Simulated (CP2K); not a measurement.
Two runs for the S L₂,₃ edge of 2-carboxythiophene. Run A: CP2K XAS_TDP, all-electron GAPW, PBEh(45%), aug-cc-pVDZ, TDA, ZORA, spin–orbit coupling. Run B differs in one setting.

First lines with a strength over 0.0003. A:

```csv
atom,energy (eV),states,"strength, one atom"
S8 (bonded to 2 C),164.66,2,0.0022
,164.86,3,0.0008
,165.06,1,0.0014
,165.74,2,0.0018
,166.08,1,0.0038
```

B:

```csv
atom,energy (eV),states,"strength, one atom"
S8 (bonded to 2 C),165.71,1,0.0007
,165.76,2,0.0027
,165.81,1,0.0011
,166.30,1,0.0006
,166.79,1,0.0017
```

Question: Which was it: the basis, the functional, GW2X switched on?

The functional (functional from PBEh(45%) to BHandHLYP; the lines alone don't name the new value). A functional moves all lines by electronvolts and changes their spacings and strengths. The lowest line over the strength cut lies at 165.71 eV, against 164.66 eV (PBEh(45%), aug-cc-pVDZ).

[Banner, clock and machine lines of the logs are left out without a mark of their own.]

[Logs are printed without paths, hosts, clocks, repeated set-up lines and the standing remarks that a program may print on its own settings, such as how far it seeks lower states.]

[Hosts, paths, dates, database ids (printed as entryN), source tags and the programs' standing remarks are cut or masked in the printed files.]
